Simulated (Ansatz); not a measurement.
## How the geometry moves the gap of SnO2 (Cassiterite)

Aim: gaps of SnO2 (Cassiterite) at the database cell and after a full relaxation.

Calculated with Ansatz 0.2.0; PBE, HSE06 and G0W0, plane waves, PAW.

**Experimental background.**

- Gap 3.6 eV: experimental gap quoted from earlier work; bulk crystal (quoted in “Study on the Photocatalytic Properties of Flower-Shaped SnO2”, 2022, pmc:9565917).

### 1. Set-up

Symmetry: P4_2/mnm, No. 136, tetragonal system. The conventional cell has a = 4.738 Å, b = 4.738 Å, c = 3.187 Å, α = 90.00°, β = 90.00°, γ = 90.00°. Sn has 6 O at 2.05 to 2.06 Å nearest. O has 3 Sn at 2.05 to 2.06 Å nearest. Farther neighbours, and contacts between anions beyond the nearest, are not listed.

The cell and positions come from the Crystallography Open Database and are kept as given unless a step says otherwise. The default PAW set here is soft_2. Its files were made with PBE.

### 2. PBE bands at the given cell

The cheap functional maps the bands first; the places of the edges decide which points the dearer methods must see.

This step: DFT, PBE, plane waves, PAW.

input.yaml

```yaml
crystal:
  lattice:
    - [4.738, 0.0, 0.0]
    - [0.0, 4.738, 0.0]
    - [0.0, 0.0, 3.1865]
  atoms:
    - { symbol: Sn, position: [0.0, 0.0, 0.0] }
    - { symbol: Sn, position: [0.5, 0.5, 0.5] }
    - { symbol: O, position: [0.3071, 0.3071, 0.0] }
    - { symbol: O, position: [0.1929, 0.8071, 0.5] }
    - { symbol: O, position: [0.6929, 0.6929, 0.0] }
    - { symbol: O, position: [0.8071, 0.1929, 0.5] }
kpoints:
  mp_grid: { grid: [6, 6, 8] }
  band_path:
    path:
      - [[0.0, 0.0, 0.0], [0.0, 0.5, 0.0], [0.5, 0.5, 0.0], [0.0, 0.0, 0.0], [0.0, 0.0, 0.5], [0.0, 0.5, 0.5], [0.5, 0.5, 0.5], [0.0, 0.0, 0.5]]
      - [[0.0, 0.5, 0.0], [0.0, 0.5, 0.5]]
      - [[0.5, 0.5, 0.0], [0.5, 0.5, 0.5]]
    npoints: 10
hamiltonian:
  xc: pbe
scf:
  occupations: { method: fermi_dirac, width: 0.02 }
  n_extra_bands: 6
output:
  eigenvalues: true
  forces: true
  stress: true
  write_density: true
  write_potential: true
  elf: true
  volumetric_format: npy
```

Launch:

```bash
$ ansatz run input.yaml --threads 3 --pin off --max-ram 92160MiB --backend cuda --events-out ev --progress --plain --runs-dir out --devices 1 --max-vram 13GiB
```

Log:

```text
scf.n_extra_bands = 6 over 26 filled bands (N_el = 52.0): the run solves 32 bands
GPUs: using 1 of 1 available (devices: 1).
Engine: ansatz 0.2.0, x86_64-unknown-linux-gnu
Pseudopotentials: kind: paw
Pseudopotential: Sn, paw, valence charge 14, recommended cutoff 420 eV (normal), Sn.paw.azcp
Pseudopotential: O, paw, valence charge 6, recommended cutoff 420 eV (normal), O.paw.azcp
Functional definition: PBE
  parameter kappa = 0.804
  parameter beta = 0.066725
  exchange = pbe_x(kappa = kappa, mu = beta*pi^2/3)
  correlation = pbe_c(beta = beta)
device memory: the entry about to start is reckoned to put 2.2 GiB on a device that reports 27.0 GiB free (of which the cap on the GPU budget leaves the run 13.0 GiB)
GPU FFT provider: cuFFT
GPU libraries: cuBLAS 13.8.2, cuFFT 12.4.0, cuSOLVER 12.3.4
Crystal: 6 atoms, lattice volume = 71.533 Å³
Basis set: ecut = 420 eV, 1411 PW (Γ), exchange–correlation on 64×64×48 points (8 copies of the dense FFT grid, shifted against one another)
Bands: 32, of which v1, the nominal top of the filled ones, is band 26 counted from 1 (25 counted from 0)
Symmetry: 16 space group operations
Space group: P42/mnm (ITA 136), of the structure as read, at distance tolerance 4.2e-5 Å
k-points: 50 of 288
Non-local potential: Sn, projectors of the file, l = 0: 2, l = 1: 2, l = 2: 2, l = 3: 2
Non-local potential: O, projectors of the file, l = 0: 2, l = 1: 2, l = 2: 1
PAW form: soft (Blöchl's): semilocal exchange-correlation on the pseudo side does not see the compensation charge
PAW one-centre angular grid: Sn, 590 points (default); XC on 64 Gauss nodes
PAW one-centre angular grid: O, 110 points (default); XC on 64 Gauss nodes
Initial density: superposition of atomic densities (neutral atoms: chi_scale 0, normalization atom), corrected by the library's trained network
Initial wavefunctions: pseudopotential atomic-orbital guess
GPU buffer pool allocated for 24576 grid points (all kernels)
GPU transforms: local potential and band sums: pruned to the plane-wave sphere, on 32×32×24
Functional: x = pbe(κ = 0.804, μ = 0.219515), c = pbe(β = 0.066725)
SCF iter   1: F=—  HF=-14317.837964 eV  |F-HF|=—  |Δ(HF+E_count)|=         —  Δρ=1.08e-3  dr2=2.60e-4  ethr=1.77e-3  ⟨swp⟩=6.8  Hψ=7258  notcnv=0
preconditioner: auto → Resta (q_TF=auto, 2.587 Å⁻¹)  ε∞=3.6  [insulator: Δε(μ)=1.283 eV  Ē_g=19.758 eV  σ=0.020 eV  W_gap=1.00  n_scr=18 (ndim 8)  ℏωp=31.7 eV  f_vac=0.027  D(μ)=0.00/eV (n_scr^D=0)  ε∞_Penn≈3.6]
SCF iter   2: F=—  HF=-14317.839033 eV  |F-HF|=—  |Δ(HF+E_count)|=   1.07e-3  Δρ=5.91e-4  dr2=7.77e-5  ethr=5.00e-7  ⟨swp⟩=3.0  Hψ=3748  notcnv=0  defer=44
SCF iter   3: F=—  HF=-14317.839507 eV  |F-HF|=—  |Δ(HF+E_count)|=   4.74e-4  Δρ=1.99e-4  dr2=1.95e-5  ethr=1.49e-7  ⟨swp⟩=2.8  Hψ=2770  notcnv=0  defer=44
SCF iter   4: F=—  HF=-14317.839522 eV  |F-HF|=—  |Δ(HF+E_count)|=   1.55e-5  Δρ=4.42e-5  dr2=7.62e-7  ethr=3.75e-8  ⟨swp⟩=2.0  Hψ=2128  notcnv=0  defer=44
iter 5 did not close the SCF: its close was put off for the readings that it lacked (scf_convergence_deferred on its scf_iter line)
SCF iter   5: F=-14317.839524 eV  HF=-14317.839523 eV  |F-HF|=1.92e-7  |Δ(HF+E_count)|=   1.01e-6  Δρ=1.49e-5  dr2=9.57e-8  ethr=1.46e-9  ⟨swp⟩=2.0  Hψ=2625  notcnv=0  defer=44
SCF iter   6: F=-14317.839524 eV  HF=-14317.839524 eV  |F-HF|=1.17e-8  |Δ(HF+E_count)|=   2.15e-7  Δρ=4.00e-6  dr2=6.25e-9  ethr=1.84e-10  ⟨swp⟩=10.5  Hψ=11286  notcnv=0
SCF 1 converged in 6 iterations: F = -14317.839524 eV  dr2 = 6.25e-9
[...]
device memory: the entry about to start is reckoned to put 2.8 GiB on a device that reports 26.6 GiB free (of which the cap on the GPU budget leaves the run 13.0 GiB)
NSCF: frozen V_eff on 93 k-points, pencils in batches of 32, up to order 144
SCF converged after 6 iterations
Free energy (F): -14317.839524 eV
Harris-Foulkes:  -14317.839524 eV  (|F-HF|=1.17e-8)
Internal energy: -14317.839524 eV  (E = F + TS)
E sigma→0 (E₀):  -14317.839524 eV
Fermi energy:    10.167741 eV
--- Per-component energies (eV) ---
  E_band       = -114.469769
  E_kinetic    = 1085.322191
  E_local      = -2860.960733  (includes V_loc(G=0)·N_el)
  E_nonlocal   = 134.899745
  E_hartree    = 1491.154566
  E_xc         = -1054.969018
  E_vxc        = -564.083551  (∫ρ·V_xc dr)
  E_paw        = -8930.444512  (= ΣΔE_a)
  E_vpaw       = -891.967489  (= ΣTr[D̂ρ^β])
  E_aug_tail   = 0.010016  (compensation charges beyond the density's cutoff)
  E_ewald      = -4182.851779
  E_smearing   = -0.000000  (= −TS)
  E_closure    = -0.000000  (closes the sum)
  Σ components = -14317.839524   (vs F -14317.839524, Δ=0.00e0)
--- Forces (eV/Å), atoms counted from 1 ---
  atom   1  Sn    -0.00000000    -0.00000000    -0.00000000
  atom   2  Sn     0.00000000    -0.00000000     0.00000000
  atom   3  O     -0.19464805    -0.19464805     0.00000000
  atom   4  O      0.19464805    -0.19464805    -0.00000000
  atom   5  O      0.19464805     0.19464805    -0.00000000
  atom   6  O     -0.19464805     0.19464805     0.00000000
  max |Σ_I F_I| component: 2.78e-17 eV/Å
--- Stress (GPa, compression-positive) ---
       10.098216       0.000000       0.000000
        0.000000      10.098216       0.000000
        0.000000       0.000000      13.046926
  P = ⅓ Tr σ = 11.0811 GPa (110.811 kbar)
--- Band table (eV; the first three rows and the last of 50) ---
  k-point 0: bands = [... 22 lower, 8.3043, 8.7527, 8.7527, 9.5266, 10.8087, 15.6950, 15.8965, 15.8965, ... 2 higher]
  k-point 1: bands = [... 22 lower, 7.7253, 8.7887, 8.7887, 9.3960, 11.7694, 16.0127, 16.5476, 16.5476, ... 2 higher]
  k-point 2: bands = [... 22 lower, 7.0099, 8.6885, 8.6885, 9.0265, 13.3846, 16.4831, 17.9792, 17.9792, ... 2 higher]
  k-point 49: bands = [... 22 lower, 8.5576, 8.5576, 8.6922, 8.6922, 14.4668, 14.4668, 18.4241, 18.4241, ... 2 higher]
```

Elapsed: 8.1 s, on 1 × NVIDIA H100 80GB HBM3 (shared by 6 runs) with 3 threads of AMD EPYC 7R13 (Zen 3), shared host; peak memory 0.94 GiB.

Reading the cycles: dr2 is the Hartree energy of the density residual (eV), the measure of convergence; HF is the Harris–Foulkes estimate of the energy, which meets the free energy F at convergence.

Read from the output:

| Quantity | Value |
| --- | --- |
| pressure | 11.08 GPa |
| filled bands | 26 |
| gap | 1.282 eV |
| valence top at | Γ |
| conduction bottom at | Γ |
| least direct gap | 1.282 eV |

The gap is direct, at Γ. The pressure of 11 GPa says that this functional would expand the cell; it is kept.

### 3. Relaxing cell and ions

Gaps follow bond lengths, so the structure is brought to rest first.

input.yaml, the sections that differ from step 2:

```yaml
kpoints:
  mp_grid: { grid: [4, 4, 6] }
scf:
  occupations: { method: fermi_dirac, width: 0.02 }
relax:
  f_tol: 0.01
  max_steps: 60
  cell: {}
# crystal, hamiltonian: as in step 2
# output: removed
```

Log:

```text
GPUs: using 1 of 1 available (devices: 1).
[...]
GPU FFT provider: cuFFT
GPU libraries: cuBLAS 13.8.2, cuFFT 12.4.0, cuSOLVER 12.3.4
Crystal: 6 atoms, lattice volume = 71.533 Å³
Basis set: ecut = 420 eV, 1411 PW (Γ), exchange–correlation on 64×64×48 points (8 copies of the dense FFT grid, shifted against one another)
Bands: 32, of which v1, the nominal top of the filled ones, is band 26 counted from 1 (25 counted from 0)
Symmetry: 16 space group operations
[...]
k-points: 24 of 96
[...]
GPU buffer pool allocated for 24576 grid points (all kernels)
[...]
SCF iter   1: F=—  HF=-14317.836750 eV  |F-HF|=—  |Δ(HF+E_count)|=         —  Δρ=1.07e-3  dr2=2.45e-4  ethr=1.77e-3  ⟨swp⟩=7.1  Hψ=3487  notcnv=0
[...]
SCF iter   6: F=-14317.838193 eV  HF=-14317.838193 eV  |F-HF|=1.42e-8  |Δ(HF+E_count)|=   2.29e-7  Δρ=4.04e-6  dr2=5.76e-9  ethr=1.92e-10  ⟨swp⟩=4.9  Hψ=2587  notcnv=0
SCF 1 converged in 6 iterations: F = -14317.838193 eV  dr2 = 5.76e-9
[...]
relax step   1: F+E_penalty+E_count = -14317.83819313 eV  Δ(F+E_penalty+E_count) = +0.000e0 eV  max|allowed force component| = 1.943e-1 eV/Å  Δτ_max = 0.0000 Å  P = +11.067 GPa  Ω = 71.533 Å³  (6 SCF iters, dr2 threshold 1.00e-7 eV, accepted)
[...]
relax step   2: F+E_penalty+E_count = -14317.94259127 eV  Δ(F+E_penalty+E_count) = -1.044e-1 eV  max|allowed force component| = 2.203e-2 eV/Å  Δτ_max = 0.0061 Å  P = +0.363 GPa  Ω = 75.125 Å³  energy of the carried Pulay correction = -1.861e-2 eV  (6 SCF iters, dr2 threshold 6.00e-7 eV, accepted)
[...]
relax step   4: F+E_penalty+E_count = -14317.94275684 eV  Δ(F+E_penalty+E_count) = -4.831e-4 eV  max|allowed force component| = 1.199e-3 eV/Å  Δτ_max = 0.0026 Å  P = +0.005 GPa  Ω = 75.234 Å³  energy of the carried Pulay correction = -1.916e-2 eV  (4 SCF iters, dr2 threshold 3.07e-7 eV, accepted)
[...]
relax step   6: F+E_penalty+E_count = -14317.96644249 eV  Δ(F+E_penalty+E_count) = +7.545e-4 eV  max|allowed force component| = 1.400e-4 eV/Å  Δτ_max = 0.0005 Å  P = +0.006 GPa  Ω = 75.445 Å³  energy of the carried Pulay correction = -1.086e-3 eV  (4 SCF iters, dr2 threshold 6.00e-7 eV, accepted)
[...]
relax step   7: F+E_penalty+E_count = -14317.96742968 eV  Δ(F+E_penalty+E_count) = -9.872e-4 eV  max|allowed force component| = 2.983e-4 eV/Å  Δτ_max = 0.0000 Å  P = +0.016 GPa  Ω = 75.445 Å³  stress off target by 2.31e-2 GPa  SCF on the basis re-selected at this cell (its energy is not comparable with the rows above)  (5 SCF iters)
[...]
SCF converged after 5 iterations
Free energy (F): -14317.967430 eV
[...]
Internal energy: -14317.967430 eV  (E = F + TS)
E sigma→0 (E₀):  -14317.967430 eV
Fermi energy:    9.087078 eV
[...]
--- Forces (eV/Å), atoms counted from 1 ---
  atom   1  Sn    -0.00000000     0.00000000     0.00000000
  atom   2  Sn    -0.00000000    -0.00000000     0.00000000
  atom   3  O      0.00029833     0.00029833     0.00000000
  atom   4  O     -0.00029833     0.00029833    -0.00000000
  atom   5  O     -0.00029833    -0.00029833    -0.00000000
  atom   6  O      0.00029833    -0.00029833     0.00000000
  max |Σ_I F_I| component: 1.73e-18 eV/Å
--- Stress (GPa, compression-positive) ---
        0.023069       0.000000       0.000000
        0.000000       0.023069      -0.000000
        0.000000      -0.000000       0.003258
  P = ⅓ Tr σ = 0.0165 GPa (0.165 kbar)
--- Band table (eV; the first three rows and the last of 24) ---
  k-point 0: bands = [... 22 lower, 7.4964, 8.0098, 8.0098, 8.7460, 9.4281, 14.4518, 14.8256, 14.8256, ... 2 higher]
  k-point 1: bands = [... 22 lower, 6.6442, 8.0186, 8.0186, 8.5388, 10.9689, 14.8852, 15.8638, 15.8638, ... 2 higher]
  k-point 2: bands = [... 22 lower, 6.5118, 7.8014, 7.8014, 7.9742, 12.9665, 15.0933, 17.2754, 17.7788, ... 2 higher]
  k-point 23: bands = [... 22 lower, 7.8314, 7.8314, 7.9681, 7.9681, 13.1115, 13.1115, 17.3731, 17.3731, ... 2 higher]
--- Relaxed structure (5 steps of the walk, 5 accepted, 2 SCFs on fresh bases) ---
  F+E_penalty+E_count = -14317.96742968 eV   max|allowed force component| = 2.983e-4 eV/Å   (the final SCF, on the basis selected at the relaxed cell)
  cell:  # Å, volume = 75.4446 Å³
    - [4.826969, 0, 0]
    - [0, 4.826969, 0]
    - [0, 0, 3.238015]
  atoms:
    - { symbol: Sn, position: [0, 0, 0] }
    - { symbol: Sn, position: [0.500000, 0.500000, 0.500000] }
    - { symbol: O, position: [0.306576, 0.306576, 0] }
    - { symbol: O, position: [0.193424, 0.806576, 0.500000] }
    - { symbol: O, position: [0.693424, 0.693424, 0] }
    - { symbol: O, position: [0.806576, 0.193424, 0.500000] }
```

The job ended after 14 s (1 × NVIDIA H100 80GB HBM3 (shared by 6 runs) with 3 threads; peak memory 0.98 GiB; 7 s of CPU time).

Step by step:

| step | energy less that of the first step (eV) | largest force component (eV/Å) | pressure (GPa) | volume (Å³) |
| --- | --- | --- | --- | --- |
| 1 | 0.0000 | 0.1943 | 11.07 | 71.53 |
| 2 | -0.1044 | 0.0220 | 0.36 | 75.12 |
| 3 | -0.1041 | 0.0323 | -0.04 | 75.25 |
| 4 | -0.1046 | 0.0012 | 0.01 | 75.23 |
| 5* | -0.1290 | 0.0018 | 0.47 | 75.23 |
| 6 | -0.1282 | 0.0001 | 0.01 | 75.44 |
| 7* | -0.1292 | 0.0003 | 0.02 | 75.44 |

Relaxation steps marked * repeat the geometry before them on a plane-wave basis chosen anew for their cell, so energy and pressure can jump there.

The run keeps the 16 symmetry operations that the program found, so distortions that break them were not tested.

| conventional cell, symmetrised | before | after | change |
| --- | --- | --- | --- |
| a (Å) | 4.738 | 4.827 | +1.9 % |
| b (Å) | 4.738 | 4.827 | +1.9 % |
| c (Å) | 3.187 | 3.238 | +1.6 % |
| volume (Å³/atom) | 11.92 | 12.57 | +5.5 % |

### 4. PBE at the relaxed cell

input.yaml

```yaml
crystal:
  lattice:
    - [4.8269693016, 0.0, 0.0]
    - [0.0, 4.8269693016, 0.0]
    - [0.0, 0.0, 3.2380154155]
  atoms:
    - { symbol: Sn, position: [0.0, 0.0, 0.0] }
    - { symbol: Sn, position: [0.5, 0.5, 0.5] }
    - { symbol: O, position: [0.3065764864, 0.3065764864, 0.0] }
    - { symbol: O, position: [0.1934235136, 0.8065764864, 0.5] }
    - { symbol: O, position: [0.6934235136, 0.6934235136, 0.0] }
    - { symbol: O, position: [0.8065764864, 0.1934235136, 0.5] }
kpoints:
  mp_grid: { grid: [6, 6, 8] }
  band_path:
    path:
      - [[0.0, 0.0, 0.0], [0.0, 0.5, 0.0], [0.5, 0.5, 0.0], [0.0, 0.0, 0.0], [0.0, 0.0, 0.5], [0.0, 0.5, 0.5], [0.5, 0.5, 0.5], [0.0, 0.0, 0.5]]
      - [[0.0, 0.5, 0.0], [0.0, 0.5, 0.5]]
      - [[0.5, 0.5, 0.0], [0.5, 0.5, 0.5]]
    npoints: 10
hamiltonian:
  xc: pbe
scf:
  occupations: { method: fermi_dirac, width: 0.02 }
  n_extra_bands: 6
output:
  eigenvalues: true
  forces: true
  stress: true
```

Log:

```text
[...]
GPUs: using 1 of 1 available (devices: 1).
[...]
GPU FFT provider: cuFFT
GPU libraries: cuBLAS 13.8.2, cuFFT 12.4.0, cuSOLVER 12.3.4
Crystal: 6 atoms, lattice volume = 75.445 Å³
Basis set: ecut = 420 eV, 1495 PW (Γ), exchange–correlation on 72×72×48 points (8 copies of the dense FFT grid, shifted against one another)
[...]
k-point 0: bands = [... 22 lower, 7.4958, 8.0091, 8.0091, 8.7452, 9.4281, 14.4517, 14.8255, 14.8255, ... 2 higher]
  k-point 1: bands = [... 22 lower, 6.9613, 8.0326, 8.0326, 8.6273, 10.4400, 14.7286, 15.4482, 15.4482, ... 2 higher]
  k-point 2: bands = [... 22 lower, 6.2291, 7.9379, 7.9379, 8.2920, 12.0238, 15.1143, 16.8237, 16.8237, ... 2 higher]
  k-point 49: bands = [... 22 lower, 7.8308, 7.8308, 7.9673, 7.9673, 13.1114, 13.1114, 17.3729, 17.3729, ... 2 higher]
[key lines of the parts left out:]
SCF converged after 6 iterations
Free energy (F): -14317.969227 eV
Fermi energy:    9.086792 eV
P = ⅓ Tr σ = 0.0435 GPa (0.435 kbar)
```

Wall time 9.6 s (1 × NVIDIA H100 80GB HBM3 (shared by 6 runs) with 3 threads); peak memory 0.94 GiB; 5.8 s of CPU time.

This step gave:

```yaml
pressure: 0.04351 GPa
gap: 0.6829 eV
valence_top_at: Γ
conduction_bottom_at: Γ
least_direct_gap: 0.6829 eV
```

The gap is direct, at Γ.

### 5. HSE06 at the relaxed cell

HSE06 mixes in a quarter of exact exchange at short range. Exchange couples all pairs of k points, which makes a full band path dear, so levels are read on the mesh and at chosen points.

This step: DFT, HSE06, plane waves, PAW.

input.yaml

```yaml
crystal:
  lattice:
    - [4.8269693016, 0.0, 0.0]
    - [0.0, 4.8269693016, 0.0]
    - [0.0, 0.0, 3.2380154155]
  atoms:
    - { symbol: Sn, position: [0.0, 0.0, 0.0] }
    - { symbol: Sn, position: [0.5, 0.5, 0.5] }
    - { symbol: O, position: [0.3065764864, 0.3065764864, 0.0] }
    - { symbol: O, position: [0.1934235136, 0.8065764864, 0.5] }
    - { symbol: O, position: [0.6934235136, 0.6934235136, 0.0] }
    - { symbol: O, position: [0.8065764864, 0.1934235136, 0.5] }
kpoints:
  mp_grid: { grid: [4, 4, 4] }
  band_path:
    path:
      - [0.0, 0.0, 0.0]
      - [0.0, 0.5, 0.0]
      - [0.5, 0.5, 0.0]
      - [0.0, 0.0, 0.5]
      - [0.0, 0.5, 0.5]
      - [0.5, 0.5, 0.5]
    npoints: 1
hamiltonian:
  xc: hse06
scf:
  occupations: { method: fixed }
  n_extra_bands: 6
output:
  eigenvalues: true
  write_density: true
  write_potential: true
  elf: true
  volumetric_format: npy
```

Log:

```text
[...]
GPUs: using 1 of 1 available (devices: 1).
[...]
davidson cushion auto → on  (no smearing: the cushion is to keep the highest requested band from converging to the state above it; pin scf.eigensolver.cushion to override)
[...]
GPU FFT provider: cuFFT
GPU libraries: cuBLAS 13.8.2, cuFFT 12.4.0, cuSOLVER 12.3.4
Crystal: 6 atoms, lattice volume = 75.445 Å³
Basis set: ecut = 420 eV, 1495 PW (Γ)
[...]
Fermi energy:    7.413889 eV
[...]
--- Band table (eV; the first three rows and the last of 18) ---
  k-point 0: bands = [... 22 lower, 6.3847, 6.7485, 6.7485, 7.4139, 9.7931, 15.1398, 15.3457, 15.3457, ... 2 higher]
  k-point 1: bands = [... 22 lower, 5.0595, 6.6513, 6.6513, 6.9279, 12.4901, 15.9547, 17.5055, 17.5055, ... 2 higher]
  k-point 2: bands = [... 22 lower, 5.7879, 5.7879, 6.1454, 6.1454, 15.1132, 15.1132, 18.8434, 18.8434, ... 2 higher]
  k-point 17: bands = [... 22 lower, 6.5077, 6.5077, 6.5666, 6.5666, 13.7039, 13.7039, 17.9812, 17.9812, ... 2 higher]
[key lines of the parts left out:]
Free energy (F): -14325.436362 eV
```

It took 29 s on 1 × NVIDIA H100 80GB HBM3 (shared by 6 runs) with 3 threads; peak memory 1.3 GiB.

Read from the output:

```yaml
gap: 2.379 eV
valence_top_at: Γ
conduction_bottom_at: Γ
least_direct_gap: 2.379 eV
```

The gap stands +1.70 eV against PBE.

[end of part 1 of 2]

[Long decimals in the printed logs are rounded to 6 places.]

[Logs are printed without paths, hosts, clocks, repeated set-up lines and the standing remarks that a program may print on its own settings, such as how far it seeks lower states.]

[Paths, hosts, dates, memory and timing lines, banners, echoed tables and standing remarks are left out of the program output; an Ansatz launch command may be rebuilt from the run's recorded settings. Measured values are a selection of at most five: reports struck by readers or far from the other reports are left out. None is set beside runs whose start may be inverted or whose files or cutoffs have a known fault.]

[Runs of the session that timed out or met a known fault of the program may be left out.]

[Cells called generated may have been cut or substituted from an entry of the Crystallography Open Database or the Materials Project.]

[Hosts, paths, dates, database ids (printed as entryN), source tags and the programs' standing remarks are cut or masked in the printed files.]

[Where the starting crystal was built by hand or by swapping elements, it need not be the compound's stable phase.]
